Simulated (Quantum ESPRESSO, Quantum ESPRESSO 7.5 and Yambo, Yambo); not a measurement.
**BaAlGeH (P3m1): G0W0 with and without spin-orbit coupling**

Wanted: the effect of spin-orbit coupling on the quasiparticle gap of BaAlGeH (P3m1).

Method: PBEsol and many-body steps on it, plane waves, in Quantum ESPRESSO 7.5 and Yambo 5.3.0.

## 1. The structure

Symmetry: P3m1, No. 156, trigonal system. Conventional cell: a = 4.345 Å, b = 4.345 Å, c = 5.216 Å, α = 90.00°, β = 90.00°, γ = 120.00°. Nearest to Ba lie 3 H at 2.60 Å. Nearest to Al lie 1 H at 1.73 Å and 3 Ge at 2.55 Å. Nearest to Ge lie 3 Al at 2.55 Å. Nearest to H lie 1 Al at 1.73 Å and 3 Ba at 2.60 Å. Farther neighbours are not listed.

As a file:

```cif
data_structure
_symmetry_space_group_name_H-M 'P 1'
_symmetry_Int_Tables_number 1
_cell_length_a 4.3448
_cell_length_b 4.3448
_cell_length_c 5.2161
_cell_angle_alpha 90.000
_cell_angle_beta 90.000
_cell_angle_gamma 120.000
_cell_volume 85.27
loop_
_atom_site_label
_atom_site_type_symbol
_atom_site_fract_x
_atom_site_fract_y
_atom_site_fract_z
_atom_site_occupancy
Ba1 Ba 0.00000 0.00000 0.00000 1
Al2 Al 0.66667 0.33333 0.53950 1
Ge3 Ge 0.33333 0.66667 0.45510 1
H4 H 0.66667 0.33333 0.87030 1
```

The cell and positions come from the Crystallography Open Database and are kept as given unless a step says otherwise. Spin-orbit coupling is left out unless a step names it.

## 2. Empty states on the mesh, 3×3×4 mesh, 81 bands

This step: Quantum ESPRESSO 7.5; DFT, PBEsol, plane waves, norm-conserving pseudopotentials.

The sums over transitions need many empty states on a uniform mesh; this step solves for them.

pw.in

```
&control
  calculation = 'nscf'
  prefix = 'x'
  outdir = 'o'
  pseudo_dir = 'pseudo'
/
&system
  ibrav = 0
  nat = 4
  ntyp = 4
  ecutwfc = 70.0
  nbnd = 81
  force_symmorphic = .true.
/
&electrons
  conv_thr = 1e-9
  electron_maxstep = 80
  diago_full_acc = .true.
  diago_thr_init = 5e-6
/
ATOMIC_SPECIES
  Ba 137.33 Ba.upf
  Al 26.982 Al.upf
  Ge 72.63 Ge.upf
  H 1.008 H.upf
CELL_PARAMETERS angstrom
  4.3448400000 -0.0000000000 0.0000000000
  -2.1724200000 3.7627418154 0.0000000000
  0.0000000000 0.0000000000 5.2160600000
ATOMIC_POSITIONS crystal
  Ba 0.0000000000 0.0000000000 0.0000000000
  Al 0.6666666667 0.3333333333 0.5395000000
  Ge 0.3333333333 0.6666666667 0.4551000000
  H 0.6666666667 0.3333333333 0.8703000000
K_POINTS automatic
  3 3 4 0 0 0
```

Run with:

```
$ OMP_NUM_THREADS=1 mpirun -n 4 pw.x -nk 4 -in pw.in > pw.out
```

Output:

```text
Program PWSCF v.7.5 starts

     This program is part of the open-source Quantum ESPRESSO suite
     for quantum simulation of materials; please cite
         "P. Giannozzi et al., J. Phys.:Condens. Matter 21 395502 (2009);
         "P. Giannozzi et al., J. Phys.:Condens. Matter 29 465901 (2017);
         "P. Giannozzi et al., J. Chem. Phys. 152 154105 (2020);
     in publications or presentations arising from this work. More details at

     Atomic positions and unit cell read from directory:
     o/x.save/

     Message from routine setup:
[...]
47.7471

          k = 0.0000 0.0000-0.4165 (  5678 PWs)   bands (ev):

[...]
40.7474  41.5018  41.5018  41.8499  42.2080  42.2080  42.3687  42.8449
    43.4009  43.4009  44.1476  44.1476  44.6794  45.3559  45.3559  45.3831
    45.8058

          k = 0.0000 0.3849 0.0000 (  5697 PWs)   bands (ev):

     [... further k-points ...]

     highest occupied, lowest unoccupied level (ev):     7.8633    8.7960

     XML data file, pseudopotentials, collected wavefunctions

=------------------------------------------------------------------------------=
   JOB DONE.
=------------------------------------------------------------------------------=
```

Wall time 12 s (4 MPI ranks of Arm Neoverse V1, shared host); peak memory 0.38 GiB; 48 s of CPU time.

Numbers from this step:

```yaml
gap: 0.9327 eV
k_of_the_valence_top: 0, 0, -0.5
k_of_the_conduction_bottom: 0, -0.3333, 0.25
least_direct_gap: 1.325 eV
k_points_computed: 10
lowest_point_of_the_top_converged_band_above_the_valence_top: 37.94 eV
```

On this mesh the gap is 0.933 eV.

The density comes from a self-consistent run that is not shown.

## 3. Conversion and set-up

This step: Yambo 5.3.0; conversion and set-up on PBEsol, plane waves, norm-conserving pseudopotentials.

The states are converted to the many-body program's format and the q mesh is built.

Run with:

```
$ (cd o/x.save; p2y > p2y.log; mv SAVE ../..); yambo > setup.log
```

Output:

```text
 Yambo, version 5.3.0

 [02] CORE Variables Setup
 =========================

  [02.01] Unit cells
  ==================

  Cell kind             :  HCP
  Atoms in the cell     :  Ba  Al  Ge  H
  number of Ba atoms    :  1
  number of Al atoms    :  1
  number of Ge atoms    :  1
  number of H  atoms    :  1

  List of atomic masses
  Mass of Ba    :  137.3300
  Mass of Al    :  26.98200
  Mass of Ge    :  72.63000
  Mass of H     :  1.008000

  List of atomic coordinates    : [cc]
  Ba1       :  0.000000  0.000000  0.000000  order 1
[...]
IBZ Q-points                                      :  10
 BZ  Q-points                                      :   36

 K/Q-points units:
 rlu = crystal or reduced units; cc = cartesian coordinates; iku = interal k-units

 Q [ 1]         [rlu]:  0.000000  0.000000  0.000000
 Q [ 2]         [rlu]:  0.000000  0.000000  0.250000
 Q [ 3]         [rlu]:  0.000000  0.000000 -0.500000
[...]
Q [ 8]         [rlu]:  0.333333  0.333333  0.250000
 Q [ 9]         [rlu]:  0.333333  0.333333 -0.500000
 Q [10]         [rlu]:  0.50022E-17 -0.33333      0.25000

  [03.01] X indexes
  =================

   [03.01.01] Sigma indexes
   ========================

 [06] Game Over & Game summary
```

It took 3.3 s on 1 MPI rank; peak memory 0.24 GiB.

## 4. Scalar-relativistic

G0W0 replaces the xc potential by the self-energy, built once from these orbitals. Only a window of levels is corrected, while the sums run over the empty bands that the input names.

This step: G0W0 on PBEsol, plane waves, norm-conserving pseudopotentials.

gw1.in

```
HF_and_locXC
gw0
dyson
ppa
em1d
rim_cut
RandQpts= 1000000
RandGvec= 1 RL
EXXRLvcs= 70 Ry
VXCRLvcs= 280 Ry
Chimod= "HARTREE"
% BndsRnXp
 1 | 81 |
%
NGsBlkXp= 6.5 Ry
% LongDrXp
 1 | 1 | 1 |
%
% GbndRnge
 1 | 81 |
%
DysSolver= "n"
ExtendOut
PPAPntXp= 27.21138 eV
% QPkrange
 3 | 3 | 13 | 16 |
 10 | 10 | 13 | 16 |
 1 | 1 | 13 | 16 |
%
```

Run with:

```
$ OMP_NUM_THREADS=1 mpirun -n 4 yambo -F gw1.in -J gw1 -C gw1 > gw1.log
```

Output:

```text
 Yambo, version 5.3.0

 [02] CORE Variables Setup
 =========================

  [... cell, symmetries and grids as in the set-up ...]

  [02.05] Energies & Occupations
  ==============================

  [X] === General ===
  [X] Electronic Temperature                        :  0.000000  0.000000 [eV K]
  [X] Bosonic    Temperature                        :  0.000000  0.000000 [eV K]
  [X] Finite Temperature mode                       : no
  [X] El. density                                   :  0.32835E+24 [cm-3]
  [X] Fermi Level                                   :  7.863334 [eV]

  [X] === Gaps and Widths ===
  [X] Conduction Band Min                           :  0.932700 [eV]
  [X] Valence Band Max                              :  0.000000 [eV]
  [X] Filled Bands                                  :  14
  [X] Empty Bands                                   :   15   81
  [X] Direct Gap                                    :  1.324682 [eV]
  [X] Direct Gap localized at k                     :  10
  [X] Indirect Gap                                  :  0.932700 [eV]
  [X] Indirect Gap between kpts                     :   3  10
  [X] Last valence band width                       :  0.927907 [eV]
  [X] 1st conduction band width                     :  2.208528 [eV]

 [03] Transferred momenta grid and indexing
 ==========================================

 IBZ Q-points                                      :  10
 BZ  Q-points                                      :   36

 K/Q-points units:
 rlu = crystal or reduced units; cc = cartesian coordinates; iku = interal k-units

 Q [ 1]         [rlu]:  0.000000  0.000000  0.000000
 Q [ 2]         [rlu]:  0.000000  0.000000  0.250000
 Q [ 3]         [rlu]:  0.000000  0.000000 -0.500000
 Q [ 4]         [rlu]: -0.50022E-17  0.33333       0.0000
 Q [ 5]         [rlu]: -0.50022E-17  0.33333      0.25000
 Q [ 6]         [rlu]: -0.50022E-17  0.33333     -0.50000
 Q [ 7]         [rlu]:  0.333333  0.333333  0.000000
 Q [ 8]         [rlu]:  0.333333  0.333333  0.250000
 Q [ 9]         [rlu]:  0.333333  0.333333 -0.500000
 Q [10]         [rlu]:  0.50022E-17 -0.33333      0.25000

 [04] Coloumb potential Random Integration (RIM)
 ===============================================

  [04.01] RIM initialization
  ==========================

  * Diagonal components only detected *

  8 x (sBL volume)        :  0.095788 [a.u.]
  sBZ random points       :  1000000
  Points outside the sBZ  :   7994252
  RL volume               :  0.431045 [a.u.]
  Integrated volume       :  0.431355 [a.u.]

  [04.02] RIM integrals
  =====================

  Gamma point sphere radius             :  0.082995 [a.u.]
  Points outside the sphere             :   799854
  [Int_sBZ(q=0) 1/q^2]*(Vol_sBZ)^(-1/3) =:  7.456237
                                 should be <:  7.795600

  Summary of Coulomb integrals for non-metallic bands |Q|[au] RIM/Bare

  Q [1] 0.100000E-4 0.956467 * Q [2] 0.159360 0.799776
  Q [4] 0.294547 1.126168 * Q [3] 0.318719 0.944839
  Q [5] 0.334894 1.062290 * Q [10] 0.334894 1.062718
  Q [6] 0.433982 1.009440 * Q [7] 0.510171 1.040563
  Q [8] 0.534481 1.031671 * Q [9] 0.601545 1.016757

 [05] Dipoles
 ============

  [05.01] Setup: observables and procedures
  =========================================

  [WARNING] [x,Vnl] slows the Dipoles computation. To neglect it rename the ns.kb_pp file

 [06] Dynamic Dielectric Matrix (PPA)
 ====================================

 [WR./gw1//ndb.pp]---------------------------------------------------------------
  Brillouin Zone Q/K grids (IBZ/BZ)                :   10   36   10   36
  RL vectors                                       :   6909 [WF]
  Coulomb cutoff potential                         : none
  Electronic Temperature                           :  0.000000 [K]
  Bosonic    Temperature                           :  0.000000 [K]
  PPA    diel. fun.  energies                      : Perdew, Burke & Ernzerhof SOL(X)+Perdew, Burke & Ernzerhof SOL(C)
[...]
RL vectors in the sum                            :   6909
  [r,Vnl] included                                 : yes
  Field direction                                  :  0.577350E-5  0.577350E-5  0.577350E-5
  BZ energy Double Grid                            : no
  BZ energy DbGd points                            : 0
  BZ Q point size factor                           : -1.000000
  X Optical Averaged directions                    : none

 [07] Local Exchange-Correlation + Non-Local Fock
 ================================================

 [VXC] Plane waves :   45473
 [EXS] Plane waves :   5667

 QP @ state[ 1 ] K range:  1  1
 QP @ state[ 1 ] b range:  13  16
 QP @ state[ 2 ] K range:  3  3
 QP @ state[ 2 ] b range:  13  16
 QP @ state[ 3 ] K range:  10  10
 QP @ state[ 3 ] b range:  13  16

 [xc] Functional : Perdew, Burke & Ernzerhof SOL(X)+Perdew, Burke & Ernzerhof SOL(C)
 [xc] LIBXC used to calculate xc functional
  PP Number of Atomic Species                      :   4
  NLCC RL compoments                               :   45473
  PP Number of Atomic Species                      :   4
  NLCC RL compoments                               :   45473

 [xc] E_xc :  -14.60105 [Ha]
      E_xc :  -29.20211 [Ry]

  Local XC kind (lXC) : Perdew, Burke & Ernzerhof SOL(X)+Perdew, Burke & Ernzerhof SOL(C)
  Non-Local XC kind (nlXC) : Hartree-Fock

  Corrections @ K [1] :  [eV]
 <13|nlXC|13> = -12.44620  0.17405E-16 <13|lXC|13> = -10.63922 -0.18882E-15
 <14|nlXC|14> = -12.44541 -0.22776E-16 <14|lXC|14> = -10.63922  0.37763E-15
 <15|nlXC|15> = -6.350843  0.17186E-18 <15|lXC|15> = -10.04060  0.18882E-15
 <16|nlXC|16> = -5.657879  0.26983E-17 <16|lXC|16> = -9.930246  0.000000

  Corrections @ K [3] :  [eV]
 <13|nlXC|13> = -12.96465 -0.46543E-17 <13|lXC|13> = -11.03532  0.94408E-16
 <14|nlXC|14> = -11.95901 -0.51572E-17 <14|lXC|14> = -10.55733 -0.47204E-16
[...]
Corrections @ K [10] :  [eV]
[...]
<14|nlXC|14> = -11.45972  0.14915E-16 <14|lXC|14> = -10.09412  0.47204E-16
 <15|nlXC|15> = -5.498832  0.13092E-17 <15|lXC|15> = -9.134134  0.000000
 <16|nlXC|16> = -5.347319  0.27036E-17 <16|lXC|16> = -9.504191 -0.47204E-16

  [07.01] Hartree-Fock occupations report
  =======================================

  [Hartree-Fock] === General ===
  [Hartree-Fock] Electronic Temperature             :  0.000000  0.000000 [eV K]
  [Hartree-Fock] Bosonic    Temperature             :  0.000000  0.000000 [eV K]
  [Hartree-Fock] Finite Temperature mode            : no
  [Hartree-Fock] El. density                        :  0.32835E+24 [cm-3]
  [Hartree-Fock] Fermi Level                        :  7.863334 [eV]

  [Hartree-Fock] === Gaps and Widths ===
  [Hartree-Fock] Conduction Band Min                :  1.187135 [eV]
  [Hartree-Fock] Valence Band Max                   : -0.258356 [eV]
  [Hartree-Fock] Filled Bands                       :  14
  [Hartree-Fock] Empty Bands                        :   15   81
  [Hartree-Fock] Direct Gap                         :  1.554618 [eV]
  [Hartree-Fock] Direct Gap localized at k          :  2
  [Hartree-Fock] Indirect Gap                       :  1.445491 [eV]
  [Hartree-Fock] Indirect Gap between kpts          :   2   4
  [Hartree-Fock] Last valence band width            :  1.972426 [eV]
  [Hartree-Fock] 1st conduction band width          :  3.871773 [eV]

 [08] Dyson equation: Newton solver
 ==================================

  [08.01] G0W0 (W PPA)
  ====================

  [  GW  ] Bands range     :    1   81
  [GW/PPA] G damping       :  0.100000 [eV]

  QP @ state[ 1 ] K range:  1  1
  QP @ state[ 1 ] b range:  13  16
  QP @ state[ 2 ] K range:  3  3
  QP @ state[ 2 ] b range:  13  16
  QP @ state[ 3 ] K range:  10  10
  QP @ state[ 3 ] b range:  13  16

   Sc/G bands                                       :    1   81
   Sc/G damping                                     :  0.100000 ev
   Sc bands terminator                              : no
   Sx RL components                                 :   5667

   QP @ state[ 1 ] K range                          :  1  1
   QP @ state[ 1 ] b range                          :  13  16
   QP @ state[ 2 ] K range                          :  3  3
   QP @ state[ 2 ] b range                          :  13  16
   QP @ state[ 3 ] K range                          :  10  10
   QP @ state[ 3 ] b range                          :  13  16
   GF energies kind                                 : Perdew, Burke & Ernzerhof SOL(X)+Perdew, Burke & Ernzerhof SOL(C)
   GF WF`s kind                                     : Perdew, Burke & Ernzerhof SOL(X)+Perdew, Burke & Ernzerhof SOL(C)
   Xs energies kind                                 : Perdew, Burke & Ernzerhof SOL(X)+Perdew, Burke & Ernzerhof SOL(C)
   Xs WF`s kind                                     : Perdew, Burke & Ernzerhof SOL(X)+Perdew, Burke & Ernzerhof SOL(C)

 [11] Game Over & Game summary
```

Run time: 46 s. Hardware: 4 MPI ranks; peak memory 1.7 GiB.

This step gave:

```yaml
g0w0_gap_on_the_points_computed: 1.458 eV
starting_gap_on_the_mesh: 0.9327 eV
k_of_the_valence_top: 0, 0, -0.5
k_of_the_conduction_bottom: 0, -0.3333, 0.25
least_direct_g0w0_gap_on_the_computed_points: 1.844 eV
z_at_the_valence_top: 0.7813
z_at_the_conduction_bottom: 0.7927
```

The gap on the mesh goes from 0.93 eV to 1.46 eV, a correction of +0.53 eV.

## 5. Empty states on the mesh, 3×3×4 mesh, 162 bands

This step: Quantum ESPRESSO 7.5; DFT, PBEsol with spin-orbit coupling, plane waves, norm-conserving pseudopotentials.

Edit pw.in of step 2 so:

```diff
@@ -11,4 +11,6 @@
   ecutwfc = 70.0
-  nbnd = 81
+  nbnd = 162
   force_symmorphic = .true.
+  noncolin = .true.
+  lspinorb = .true.
 /
```

Run with:

```
$ OMP_NUM_THREADS=1 mpirun -n 4 pw.x -nk 4 -in pw.in > pw.out
```

Output:

```text
[banner, memory and clock lines left out]
Program PWSCF v.7.5 starts

     Atomic positions and unit cell read from directory:
     o/x.save/

     Message from routine setup:
     using ibrav=0 with symmetry is DISCOURAGED, use correct ibrav instead

     G-vector sticks info

     bravais-lattice index     =            0
     lattice parameter (alat)  =       8.2106  a.u.
     unit-cell volume          =     575.4630 (a.u.)^3
     number of atoms/cell      =            4
     number of atomic types    =            4
     number of electrons       =        28.00
[...]
k = 0.0000 0.0000 0.2082 (  5654 PWs)   bands (ev):

[...]
[... 9 further rows ...]
[...]
47.7272  47.7272

          k = 0.0000 0.0000-0.4165 (  5678 PWs)   bands (ev):

[...]
27.7683  27.7683  27.8932  27.8932  28.2243  28.2243  28.5690  28.5690
     [... 9 further rows ...]
    44.6804  44.6804  45.3549  45.3549  45.3557  45.3557  45.3844  45.3844
    45.7929  45.7930

          k = 0.0000 0.3849 0.0000 (  5697 PWs)   bands (ev):

     [... further k-points ...]

     highest occupied, lowest unoccupied level (ev):     7.8948    8.7863

     XML data file, pseudopotentials, collected wavefunctions
```

Run time: 70 s. Hardware: 4 MPI ranks; peak memory 0.88 GiB; 4.7 min of CPU time.

This step gave:

- gap: 0.8916 eV
- k of the valence top: 0, 0, -0.5
- k of the conduction bottom: 0, -0.3333, 0.25
- least direct gap: 1.293 eV
- k points computed: 10
- lowest point of the top converged band, above the valence top: 37.90 eV

On this mesh the gap is 0.892 eV.

The density comes from a self-consistent run that is not shown, made with spin-orbit coupling and fully relativistic files.

(Continued in part 2 of 2.)

[Paths, hosts, dates, memory and timing lines, banners, echoed tables and standing remarks are left out of the program output.]

[Logs are printed without paths, hosts, clocks, repeated set-up lines and the standing remarks that a program may print on its own settings, such as how far it seeks lower states.]

[Runs of the session that timed out or met a known fault of the program may be left out.]

[Hosts, paths, dates, database ids (printed as entryN), source tags and the programs' standing remarks are cut or masked in the printed files.]
